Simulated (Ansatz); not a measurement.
# Lattice dynamics of Y2CF2 monolayer, part 2 of 3

Wanted: phonon frequencies of Y2CF2 monolayer and what follows from them.

Ansatz 0.2.0; DFT PBEsol, scalar-relativistic, plane waves, PAW; PAW set soft_1.

So far. Step 2 (Rough relaxation): The program solves this slab on a cell height of its own, 33.2 Å, in place of the one typed.

### 4. Relaxing to small forces for the phonons

Phonons need a cell at rest on their own settings, so the relaxation is repeated with tight tolerances on forces and stress, using the mesh and the filling of the phonon run that follows.

Contents of input.yaml:

```yaml
crystal:
  lattice:
    - [3.5347426129, 0.0, 0.0]
    - [-1.7673713064, 3.0611768986, 0.0]
    - [0.0, 0.0, 33.2]
  atoms:
    - { symbol: C, position: [0.0, 0.0, 0.3012048193] }
    - { symbol: "Y", position: [0.3333333333, 0.6666666667, 0.342302641] }
    - { symbol: "Y", position: [0.6666666667, 0.3333333333, 0.2601069976] }
    - { symbol: F, position: [0.6666666667, 0.3333333333, 0.3769321069] }
    - { symbol: F, position: [0.3333333333, 0.6666666667, 0.2254775316] }
  periodic: [true, true, false]
kpoints:
  mp_grid: { grid: [12, 12, 1] }
hamiltonian:
  xc: pbesol
  pseudopotentials: { kind: paw, azcp: { folder: soft_1 }, xc_functional: pbe }
scf:
  occupations: { method: fixed }
output:
  forces: true
  stress: true
  eigenvalues: true
  write_density: true
  write_potential: true
  elf: true
  volumetric_format: npy
relax:
  adjacent_minimum: "off"
  f_tol: 0.001
  max_steps: 60
  cell: { stress_2d_tol: 0.002 }
```

Command:

```sh
$ ansatz run input.yaml --threads 4 --pin off --max-ram 16384MiB --backend cpu --events-out ev --progress --plain --runs-dir out
```

Numbers of over 12 decimals in the logs are rounded to 6 here.

Output:

```text
[...]
Crystal: 5 atoms, lattice volume = 359.240 Å³
Basis set: ecut = 420 eV, 6969 PW (Γ), exchange–correlation on 48×48×450 points (8 copies of the dense FFT grid, shifted against one another)
Bands: 25, of which v1, the nominal top of the filled ones, is band 20 counted from 1 (19 counted from 0)
Symmetry: 12 space group operations
[...]
k-points: 19 of 144
[...]
cell:  # Å, volume = 359.1442 Å³
    - [3.534273, -2.8863630250583674e-11, 0]
    - [-1.767136, 3.060770, 0]
    - [0, 0, 33.2]
  atoms:
    - { symbol: C, position: [0, 0, 0.301205] }
    - { symbol: Y, position: [0.333333, 0.666667, 0.342306] }
    - { symbol: Y, position: [0.666667, 0.333333, 0.260104] }
    - { symbol: F, position: [0.666667, 0.333333, 0.376956] }
    - { symbol: F, position: [0.333333, 0.666667, 0.225454] }
[key lines of the parts left out:]
SCF converged after 7 iterations
Free energy (F): -9444.242612 eV
Fermi energy:    -4.187879 eV
P = ½ c Tr σ = -0.0007 N/m
```

Wall time 20 s (4 threads of Arm Neoverse V1, shared host); peak memory 0.72 GiB.

Little changed from the start: no atom moved by 0.005 Å and no cell edge by 0.1 %.

Numbers from this step:

- gap on the k-mesh: 1.062 eV
- direct gap on mesh: 1.235 eV

Electrostatic potential energy in the ac plane at fractional y = 0.333, with atoms of Y and F within 0.2 Å of it. With pseudopotentials it is smooth inside the atoms' cores, unlike the true potential.

Ten even steps from '0' (-30 eV) to '9' (0 eV), each cell a mean:
```
99999999999999
99999999999999
99999999999999
99999999999999
99999999999999
99999999999999
99999999999999
99999999999999
99999999999999
99999999999999
99999999999999
99999999999999
99999999999999
99999999999999
99999995433579
76556787655677
88888888888888
78988620000014
89998875444567
99999999999999
99999999999999
99999999999999
99999999999999
99999999999999
```
Columns run along a (3.5 Å; values clipped at the 3rd and 97th percentile), rows up along c (33.2 Å). Atoms in or near the plane, at fractional coordinates: Y at (0.67, 0.26), F at (0.67, 0.38).

Valence density in the ac plane at fractional y = 0.333, with atoms of Y and F within 0.2 Å of it. It is the smooth field of the valence electrons, not physical close to the nuclei.

Values in units of 1e0 e/Å³, 24 rows by 14 columns, each cell a mean:
```
0.0 0.0 0.0 0.0 0.0 0.0 0.0 0.0 0.0 0.0 0.0 0.0 0.0 0.0
0.0 0.0 0.0 0.0 0.0 0.0 0.0 0.0 0.0 0.0 0.0 0.0 0.0 0.0
0.0 0.0 0.0 0.0 0.0 0.0 0.0 0.0 0.0 0.0 0.0 0.0 0.0 0.0
0.0 0.0 0.0 0.0 0.0 0.0 0.0 0.0 0.0 0.0 0.0 0.0 0.0 0.0
0.0 0.0 0.0 0.0 0.0 0.0 0.0 0.0 0.0 0.0 0.0 0.0 0.0 0.0
0.0 0.0 0.0 0.0 0.0 0.0 0.0 0.0 0.0 0.0 0.0 0.0 0.0 0.0
0.0 0.0 0.0 0.0 0.0 0.0 0.0 0.0 0.0 0.0 0.0 0.0 0.0 0.0
0.0 0.0 0.0 0.0 0.0 0.0 0.0 0.0 0.0 0.0 0.0 0.0 0.0 0.0
0.0 0.0 0.0 0.0 0.0 0.0 0.0 0.0 0.0 0.0 0.0 0.0 0.0 0.0
0.0 0.0 0.0 0.0 0.0 0.0 0.0 0.0 0.0 0.0 0.0 0.0 0.0 0.0
0.0 0.0 0.0 0.0 0.0 0.0 0.0 0.0 0.0 0.0 0.0 0.0 0.0 0.0
0.0 0.0 0.0 0.0 0.0 0.0 0.0 0.0 0.0 0.0 0.0 0.0 0.0 0.0
0.0 0.0 0.0 0.0 0.0 0.0 0.0 0.0 0.0 0.0 0.0 0.0 0.0 0.0
0.0 0.0 0.0 0.0 0.0 0.0 0.0 0.0 0.0 0.0 0.0 0.0 0.0 0.0
0.1 0.0 0.0 0.0 0.0 0.1 0.3 1.3 3.4 5.3 4.5 1.9 0.6 0.2
0.2 0.3 0.3 0.3 0.2 0.2 0.3 0.7 1.5 2.3 1.9 0.9 0.4 0.2
0.3 0.3 0.4 0.4 0.3 0.2 0.2 0.1 0.1 0.2 0.2 0.1 0.2 0.2
0.2 0.2 0.2 0.2 0.2 0.3 0.9 2.0 2.7 2.7 2.8 2.4 1.4 0.5
0.1 0.1 0.2 0.2 0.1 0.1 0.2 0.5 0.7 0.9 0.8 0.6 0.3 0.2
0.0 0.0 0.0 0.0 0.0 0.0 0.0 0.0 0.0 0.0 0.0 0.0 0.0 0.0
0.0 0.0 0.0 0.0 0.0 0.0 0.0 0.0 0.0 0.0 0.0 0.0 0.0 0.0
0.0 0.0 0.0 0.0 0.0 0.0 0.0 0.0 0.0 0.0 0.0 0.0 0.0 0.0
0.0 0.0 0.0 0.0 0.0 0.0 0.0 0.0 0.0 0.0 0.0 0.0 0.0 0.0
0.0 0.0 0.0 0.0 0.0 0.0 0.0 0.0 0.0 0.0 0.0 0.0 0.0 0.0
```
Columns run along a (3.5 Å), rows up along c (33.2 Å). Atoms in or near the plane, at fractional coordinates: Y at (0.67, 0.26), F at (0.67, 0.38).

ELF in the ac plane at fractional y = 0.333, with atoms of Y and F within 0.2 Å of it. It is the smooth field of the valence electrons, not physical close to the nuclei.

Ten even steps from '_' (0.00) to '@' (0.76), each cell a mean:
```
____________________________
____________________________
____________________________
____________________________
____________________________
____________________________
____________________________
____________________________
____________________________
____________________________
____________________________
____________________________
____________________________
________________......______
..______..--**%%@@%%%%@@##++
..::--::....::==++****++--..
++********==--::......::::==
::--==--::--##@@@@%%@@@@%%++
::======::..::==++++++==--..
__........__________________
____________________________
____________________________
____________________________
____________________________
```
Columns run along a (3.5 Å), rows up along c (33.2 Å). Atoms in or near the plane, at fractional coordinates: Y at (0.67, 0.26), F at (0.67, 0.38).

The largest force component left is 0.12 meV/Å, within the tolerances set.

### 5. Modes at Γ

The zone centre comes first: it holds the modes that light can see, as far as symmetry allows. The response to a homogeneous field gives the Born charges and the dielectric tensor, and its change with displacement the Raman tensors.

input.yaml, the sections that differ from step 4:

```yaml
crystal:
  lattice:
    - [3.5342727862, 0.0, 0.0]
    - [-1.7671363931, 3.0607700167, 0.0]
    - [0.0, 0.0, 33.2]
  atoms:
    - { symbol: C, position: [0.0, 0.0, 0.3012048193] }
    - { symbol: "Y", position: [0.3333333333, 0.6666666667, 0.3423058721] }
    - { symbol: "Y", position: [0.6666666667, 0.3333333333, 0.2601037665] }
    - { symbol: F, position: [0.6666666667, 0.3333333333, 0.3769557572] }
    - { symbol: F, position: [0.3333333333, 0.6666666667, 0.2254538814] }
  periodic: [true, true, false]
output:
  eigenvalues: true
phonons:
  method: dfpt
  dielectric: true
  raman: true
# kpoints, hamiltonian, scf: as in step 4
# relax: removed
```

Output:

```text
Warning: phonons.dielectric: true without phonons.rigid_motions: the static dielectric tensor ε⁰ will be withheld (ε∞, Z* and the rows of modes are given); for a crystal or a slab, whose only rigid motions are the translations, set phonons.rigid_motions: translations
Warning: crystal.symmetry: narrowed to the stabiliser of the run's FFT grids — unitary ops 12 → 6. A phonons.method: dfpt run fills in the rows of the dynamical matrix that it does not solve by its symmetry operations, which is exact only for operations that map its FFT grids onto themselves: filled in by any other, the frequencies could depend on the order in which like atoms are typed, or, by more than the grids' own error, on where the crystal sits among the grids' points. Excluded: 6 operations. The run can therefore solve more perturbations, solve them on more k-points, or both, and cost more. [rest of the remark cut]
[...]
Crystal: 5 atoms, lattice volume = 359.144 Å³
Basis set: ecut = 420 eV, 6969 PW (Γ), exchange–correlation on 48×48×450 points (8 copies of the dense FFT grid, shifted against one another)
Bands: 25, of which v1, the nominal top of the filled ones, is band 20 counted from 1 (19 counted from 0)
Symmetry: 12 space group operations
k-points: 43 of 144 (irreducible under 2 space group operations, time reversal used)
[...]
SCF iter   1: F=—  HF=-9449.485681 eV  |F-HF|=—  |Δ(HF+E_count)|=         —  Δρ=5.39e-2  dr2=2.02e1  ethr=3.10e-3  ⟨swp⟩=7.7  Hψ=6221  notcnv=0  defer=123
[...]
SCF iter  12: F=-9444.242612 eV  HF=-9444.242612 eV  |F-HF|=7.82e-11  |Δ(HF+E_count)|=  5.09e-11  Δρ=1.44e-7  dr2=7.05e-11  ethr=1.00e-12  ⟨swp⟩=26.3  Hψ=13031  notcnv=0
SCF 1 converged in 12 iterations: F = -9444.242612 eV  dr2 = 7.05e-11
[...]
DFPT response loops at Γ: preconditioner auto → none (the input reference at scf.mixing.eps_inf says where Resta's filter doesn't serve); β = 0.50; Broyden in place of MSR1
── the response to a field inside a basis, on 18×18×2 k-points: an SCF that follows is theirs, and a resumed run solves both again ──
Bands: 21, of which v1, the nominal top of the filled ones, is band 20 counted from 1 (19 counted from 0)
k-points: 171
[...]
Eigensolver: Dense (171 Hₖ)
SCF iter   1: F=—  HF=-9444.232431 eV  |F-HF|=—  |Δ(HF+E_count)|=         —  Δρ=1.13e-4  dr2=1.09e-5  ethr=1.00e-1
[...]
SCF iter   7: F=-9444.232436 eV  HF=-9444.232436 eV  |F-HF|=1.64e-11  |Δ(HF+E_count)|=  1.04e-10  Δρ=4.07e-8  dr2=4.96e-12  ethr=1.00e-12
SCF 1 converged in 7 iterations: F = -9444.232436 eV  dr2 = 4.96e-12
[...]
SCF converged after 12 iterations
Free energy (F): -9444.242612 eV
[...]
Internal energy: -9444.242612 eV  (E = F + TS)
E sigma→0 (E₀):  -9444.242612 eV
Fermi energy:    -4.187884 eV
[...]
--- Band table (eV; the first three rows and the last of 43) ---
  k-point 0: bands = [... 16 lower, -9.8938, -5.7186, -4.1879, -4.1879, -1.3358 (-1.3358°), -1.1697, -1.0273, -1.0273, ... 1 higher]
  k-point 1: bands = [... 16 lower, -9.8413, -5.6281, -4.4130, -4.2168, -1.3734 (-1.3734°), -1.1972 (-1.1972°), -1.0194, -0.8873, ... 1 higher]
  k-point 2: bands = [... 16 lower, -9.7917, -5.4169, -4.8736, -4.2785, -1.8324, -1.0673 (-1.0673°), -0.7486, -0.5634, ... 1 higher]
  k-point 42: bands = [... 16 lower, -9.8489, -5.5829, -5.1138, -4.8529, -1.5062, -1.0701, 0.4292, 0.5313, ... 1 higher]
  ° read free of the cell's end (the report's vacuum.weakly_bound_levels)
--- Phonons (Γ-DFPT): 10 representative perturbations + reference, on 43 of 144 k-points (Σ response iterations 46) ---
  ASR residual: 2.404e-4 → 0.000e0 eV/Å²; symmetrization residual: 6.403e-6 eV/Å²
  The last average, over the group as it would stand without the narrowing to the FFT grids, took up to 4.410e-6 eV/Å² of the zone centre's force constants
  ASR residual per site (eV/Å²): 1.81e-4 9.96e-5 1.02e-4 2.26e-4 2.40e-4
  Γ frequencies (cm⁻¹): 0.00 0.00 0.00 123.79 123.79 202.60 202.60 207.29 240.60 240.60 340.06 362.54 363.90 363.90 611.31
  ε∞ (high-frequency dielectric tensor):
        2.712604    -0.000000     0.000000
       -0.000000     2.712604    -0.000000
        0.000000    -0.000000     1.156300
  α∞ (the layer's polarisability for a field applied outside it; Å, Gaussian; ε∞ is over the cell's 33.200 Å):
        4.524651    -0.000000     0.000000
       -0.000000     4.524651    -0.000000
        0.000000    -0.000000     0.412940
  ε⁰ (static dielectric tensor): not given — the deck does not say what the cell's rigid motions are, and on a molecule in a box or a wire the rigid rotations would enter the sum over the modes at Γ. For a crystal or a slab, whose only rigid motions are the translations, set phonons.rigid_motions: translations.
  Born effective charges Z* (e; rows j = field, columns β = displacement):
    site 0:
        -5.35389   -0.00000   -0.00000
         0.00000   -5.35389    0.00000
        -0.00000    0.00000   -0.40580
    site 1:
         4.44301   -0.00000    0.00000
        -0.00000    4.44301   -0.00000
         0.00000   -0.00000    0.62384
    site 2:
         4.44301   -0.00000    0.00000
        -0.00000    4.44301   -0.00000
         0.00000   -0.00000    0.62384
    site 3:
        -1.76607    0.00000   -0.00000
        -0.00000   -1.76607    0.00000
        -0.00000   -0.00000   -0.42094
    site 4:
        -1.76607    0.00000   -0.00000
        -0.00000   -1.76607    0.00000
        -0.00000   -0.00000   -0.42094
  Z* charge neutrality: 2.747e-3 e pre-enforcement
  solved inside a basis spanned on kpoints, on 18×18×2 k-points transformed towards the longest dipole: ε∞ is read to err by 1.2e-2, Z* by 5.7e-2 e (field_mesh: kpoints solves on kpoints); Z* is corrected for what the basis lacks
  Raman tensors (in the event stream and the table raman_tensors.tsv): an entry may err by 9.8e-1 Å², one of the second-order susceptibility by 2.8e-19 pm/V (basis, points and sum rule); their sum over the sites missed zero by 1.776e-15 Å² ahead of its enforcement
  optical modes at Γ without the LO–TO term, one row a degenerate level:
      ω (cm⁻¹)  modes    IR ((D/Å)²/amu)  static Raman (Å⁴/amu)  depolarisation
        123.79      2             0.0000                33.4562           0.750
        202.60      2            70.0321                 0.0000               —
        207.29      1             0.0000              1354.4629           0.119
        240.60      2             0.0000                36.7266           0.750
        340.06      1             0.5114                 0.0000               —
        362.54      1             0.0000               315.4052           0.119
        363.90      2            75.7247                 0.0000               —
        611.31      1             0.4372                 0.0000               —
```

Run time: 20 min. Hardware: 4 threads; peak memory 4.3 GiB.

Reading the cycles: dr2 is the Hartree energy of the density residual (eV), the measure of convergence; HF is the Harris–Foulkes estimate of the energy, which meets the free energy F at convergence.

This step gave:

```
sum-rule residual before enforcement                    : 2.40e-4 eV/Å²
miss of the charge sum rule                             : 0.002747 e
estimated error of the dielectric tensor                : 0.01225
estimated error of the Born charges                     : 0.05699 e
point group                                             : -3m
highest optical mode at the zone centre (no LO-TO term) : 611.3 cm⁻¹
lowest optical zone-centre mode                         : 123.8 cm⁻¹
largest Born charge (third of the trace)                : -3.705 e
```

Without the LO-TO term. Patterns of degenerate modes are one choice out of their space. Modes at Γ, with each element's share of the kinetic energy:

```
mode  frequency (cm⁻¹)  symmetry  C %  Y %  F %
   1               0.0  acoustic    5   78   17
   2               0.0  acoustic    5   78   17
   3               0.0  acoustic    5   78   17
   4             123.8        Eg    0   87   13
   5             123.8        Eg    0   87   13
   6             202.6        Eu    8   21   70
   7             202.6        Eu    8   21   70
   8             207.3       A1g    0   62   38
   9             240.6        Eg    0   13   87
  10             240.6        Eg    0   13   87
  11             340.1       A2u    1   16   83
  12             362.5       A1g    0   38   62
  13             363.9        Eu   86    1   13
  14             363.9        Eu   86    1   13
  15             611.3       A2u   94    6    0
```

Displacements in mode 4 (123.8 cm⁻¹), the largest set to 1:
```
C1   0.00  0.00  0.00
Y2  -1.00 -0.01  0.00
Y3   1.00  0.01  0.00
F4  -0.83 -0.01  0.00
F5   0.83  0.01  0.00
```

Displacements in mode 6 (202.6 cm⁻¹), the largest set to 1:
```
C1   0.61  0.00  0.00
Y2  -0.25  0.00  0.00
Y3  -0.25  0.00  0.00
F4   1.00  0.00  0.00
F5   1.00  0.00  0.00
```

High-frequency dielectric tensor, averaged over the cell of height 33.2 Å or as lengthened by the program, vacuum included. Tensor:

```
       x      y      z
x  2.713      0      0
y      0  2.713      0
z      0      0  1.156
```

Born charge (rows field, columns displacement) (e), principal values of the symmetric part by kind of site:

```
atom  atoms with these values    low  middle   high   mean
  C1                        1  -5.35   -5.35  -0.41  -3.70
  Y2                        2   0.62    4.44   4.44   3.17
  F4                        2  -1.77   -1.77  -0.42  -1.32
```

In full for F4:

```
-1.77  0.00  0.00
 0.00 -1.77  0.00
 0.00  0.00 -0.42
```

Transverse modes. Infrared lines, with heights relative to the strongest:

```
position (cm⁻¹)  relative intensity
            124                 0.0
            203                  92
            207                 0.0
            241                 0.0
            340                 0.7
            362                 0.0
            364                 100
            611                 0.6
```

Activity x (w_L - w)^4 (n + 1)/w, 532 nm, 300 K; the tensors are static ones, while 532 nm light lies above the computed direct gap, where resonance would change the heights. Raman lines, with heights relative to the strongest:

```
position (cm⁻¹)  relative intensity
            124                 5.9
            203                 0.0
            207                 100
            241                 2.1
            340                 0.0
            362                  10
            364                 0.0
            611                 0.0
```

Before it was imposed, the acoustic sum rule was missed by 2.4e-4 eV/Å² and the charge sum rule by 0.0027 e. Small misses are needed for a sound result but don't prove that mesh and cutoff are converged. The lowest optical mode is real, 124 cm⁻¹.

[end of part 2 of 3]

[Logs are printed without paths, hosts, clocks, repeated set-up lines and the standing remarks that a program may print on its own settings, such as how far it seeks lower states.]

[Hosts, paths, dates, database ids (printed as entryN), source tags and the programs' standing remarks are cut or masked in the printed files.]
